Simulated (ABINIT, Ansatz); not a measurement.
# YScB2O6 (R-3): G0W0 on several meshes in ABINIT, part 2 of 2

Wanted: mesh dependence and cost of G0W0 for YScB2O6 (R-3).

ABINIT 10.8.3; LDA and many-body steps on it, plane waves. Known limits of the many-body steps: not at the basis limit; no spin-orbit coupling; coarse k mesh.

So far. Step 4 (2×2×2): The gap on the mesh goes from 4.39 eV to 7.54 eV, a correction of +3.14 eV. Step 5 (Empty states on the mesh, 4×4×4 mesh, 116 bands): On this mesh the gap is 4.393 eV.

## 7. 4×4×4

This step: G0W0 on LDA, plane waves, norm-conserving pseudopotentials.

Contents of run.abi:

```
acell 3*1.0 Angstrom
rprim 
  2.455259121368 1.417544514628 5.373024847406
  -2.455259121368 1.417544514628 5.373024847406
  0.000000000000 -2.835089029328 5.373024847387
ntypat 4
znucl 39 21 5 8
natom 10
typat 1 2 3 3 4 4 4 4 4 4
xred 
  0.500000000000 0.500000000000 0.500000000000
  0.000000000000 0.000000000000 0.000000000000
  0.255007000000 0.255007000000 0.255007000000
  0.744993000000 0.744993000000 0.744993000000
  0.233543000000 0.545880000000 0.981547000000
  0.981547000000 0.233543000000 0.545880000000
  0.545880000000 0.981547000000 0.233543000000
  0.018453000000 0.766457000000 0.454120000000
  0.454120000000 0.018453000000 0.766457000000
  0.766457000000 0.454120000000 0.018453000000
pp_dirpath "pseudos"
pseudos "Y.upf, Sc.upf, B.upf, O.upf"
ecut 36
ngkpt 4 4 4
nshiftk 1
shiftk 0 0 0
kptopt 1
chksymbreak 0
istwfk *1
occopt 1
irdwfk 1
optdriver 4
nband 106
gwcalctyp 0
ecutsigx 36
symsigma 1
nkptgw 2
kptgw 
  0.5000000000 0.5000000000 0.0000000000
  0.0000000000 0.0000000000 0.0000000000
bdgw 
  31 34
  31 34
ecuteps 4.2
irdscr 1
ppmodel 1
indata_prefix "in"
outdata_prefix "out"
tmpdata_prefix "tmp"
```

Run with:

```
> OMP_NUM_THREADS=1 mpirun -n 4 abinit run.abi > log
```

Numbers of over 12 decimals in the logs are rounded to 6 here.

The program printed:

```text
.Version 10.8.3 of ABINIT. v10.8.2 released Aug 2026.

 Symmetries : space group R-3 (#148); Bravais hR (rhombohedral)
[... echo of the input left out ...]
== DATASET  1 ==================================================================
-   mpi_nproc: 4, omp_nthreads: 1 (-1 if OMP is not activated)

--- !DatasetInfo
iteration_state: {dtset: 1, }
dimensions: {natom: 10, nkpt: 14, mband: 106, nsppol: 1, nspinor: 1, nspden: 1, mpw: 7863, }
cutoff_energies: {ecut:  36.0, pawecutdg:  -1.0, }
electrons: {nelect:   6.40000000E+01, charge:   0.00000000E+00, occopt:   1.00000000E+00, tsmear:   1.00000000E-02, }

 SIGMA: Calculation of the GW corrections

 Based on a program developped by R.W. Godby, V. Olevano, G. Onida, and L. Reining.
 Incorporated in ABINIT by V. Olevano, G.-M. Rignanese, and M. Torrent.
.Using double precision arithmetic ; gwpc =  8

[... cell and pseudopotentials left out ...]
--------------------------------------------------------------------------------

 ==== K-mesh for the wavefunctions ====
 Number of points in the irreducible wedge :    14
[... list of points left out ...]
 Together with  6 symmetry operations and time-reversal symmetry
 yields    64 points in the full Brillouin Zone.

 ==== Q-mesh for screening function ====
 Number of points in the irreducible wedge :    14
[... list of points left out ...]
 Together with  6 symmetry operations and time-reversal symmetry
 yields    64 points in the full Brillouin Zone.

 vcoul_init : cutoff-mode = AUXILIARY_FUNCTION
 q-points for optical limit:   1
     1)      0.000010    0.000020    0.000030
 setmesh: FFT mesh size selected  =    64x   64x   64
          total number of points  =       262144

 Number of electrons calculated from density =   64.0000; Expected =   64.0000
[...]
number of omega for Sigma on real axis              0
 max omega for Sigma on real axis  [eV]           0.00
 zcut for avoiding poles [eV]                     0.10

 EPSILON^-1 parameters (SCR file):
 dimension of the eps^-1 matrix on file            309
 dimension of the eps^-1 matrix used               309
 number of plane-waves for wavefunctions          7863
 number of bands                                   106
 number of q-points in IBZ                          14
 number of frequencies                               2
 number of real frequencies                          1
 number of imag frequencies                          1

 matrix elements of self-energy operator (all in [eV])

 Perturbative Calculation

--- !SelfEnergy_ee
iteration_state: {dtset: 1, }
kpoint     : [   0.500,    0.500,    0.000, ]
spin       : 1
KS_gap     :    4.393
QP_gap     :    7.647
Delta_QP_KS:    3.254
data: !SigmaeeData |
     Band     E0 <VxcDFT>   SigX SigC(E0)      Z dSigC/dE  Sig(E)    E-E0       E
       31   2.755 -18.931 -24.461   4.805   0.796  -0.257 -19.508  -0.577   2.178
       32   3.393 -19.887 -25.572   4.975   0.797  -0.255 -20.453  -0.566   2.827
       33   7.786 -16.446  -8.743  -4.424   0.820  -0.220 -13.758   2.688  10.474
[...]
--- !SelfEnergy_ee
iteration_state: {dtset: 1, }
kpoint     : [   0.000,    0.000,    0.000, ]
spin       : 1
KS_gap     :    5.102
QP_gap     :    8.552
Delta_QP_KS:    3.450
data: !SigmaeeData |
     Band     E0 <VxcDFT>   SigX SigC(E0)      Z dSigC/dE  Sig(E)    E-E0       E
[...]
33   8.242 -18.004  -9.634  -4.754   0.806  -0.241 -15.091   2.913  11.155
       34   8.242 -18.004  -9.634  -4.754   0.806  -0.241 -15.091   2.913  11.155

== END DATASET(S) ==============================================================
================================================================================

 -outvars: echo values of variables after computation  --------
           etotal      0.0000000000E+00
            nband         106
             nkpt          14
          spgroup         148
 [... the other variables as echoed above ...]

 Calculation completed.
```

Wall time 42 s (4 MPI ranks of Arm Neoverse V1, shared host); peak memory 3 GiB.

This step gave:

```
G0W0 gap on the points computed              : 7.647 eV
starting gap on the mesh                     : 4.393 eV
k of the valence top                         : 0.5, 0.5, 0
k of the conduction bottom                   : 0.5, 0.5, 0
Z at the valence top                         : 0.797
Z at the conduction bottom                   : 0.82
least direct G0W0 gap on the computed points : 7.647 eV
```

Against G0W0 in ABINIT (2×2×2 mesh, 106 bands, screening to 114.3 eV, Godby-Needs plasmon pole), the gap moves by +0.110 eV.

## 8. The runs together

Times are wall times on 4 MPI ranks of Arm Neoverse V1, shared host, good to a factor of about two. A run's time includes the screening step that it read.

```tsv
run	mesh	bands	screening cutoff (eV)	DFT gap (eV)	gap on the mesh (eV)	direct (eV)	ε∞ used	time
2×2×2	2×2×2	106	114.3	4.393	7.537	7.537	3.51	58 s
4×4×4	4×4×4	106	114.3	4.393	7.647	7.647	3.48	14 min
```

## 9. Results

| Quantity | Value |
| --- | --- |
| 2×2×2 | 7.537 eV |
| 4×4×4 | 7.647 eV |
| known limits | not at the basis limit; no spin-orbit coupling; coarse k mesh |

4×4×4: +0.110 eV against 2×2×2. Bands and cutoff are finite, so the gap is not at the basis limit. The miss can reach some tenths of an eV and take either sign; the mesh is an error of its own. In the first G0W0 run levels were corrected at 2 k points alone, so a gap called «on the mesh» is the least over those, and an edge elsewhere would be missed. The 2×2×2 mesh is coarse for this cell, which bears on the long-range parts of exchange and screening. The many-body steps are scalar-relativistic: spin-orbit coupling is not in them.

[Paths, hosts, dates, memory and timing lines, banners, echoed tables and standing remarks are left out of the program output.]

[Logs are printed without paths, hosts, clocks, repeated set-up lines and the standing remarks that a program may print on its own settings, such as how far it seeks lower states.]

[Runs of the session that timed out or met a known fault of the program may be left out.]

[No measured gap is set beside runs whose start may be inverted or whose files or cutoffs have a known fault.]

[Hosts, paths, dates, database ids (printed as entryN), source tags and the programs' standing remarks are cut or masked in the printed files.]

[G0W0 gaps are taken among the corrected bands and points alone; a level outside them can change the order at an edge.]

[Where Ansatz stands beside ABINIT at settings called matched, ABINIT's density can come from a denser mesh and the files from another edition; pairs whose starting gaps differed by over 0.03 eV were left out, so agreement reads better than it is.]
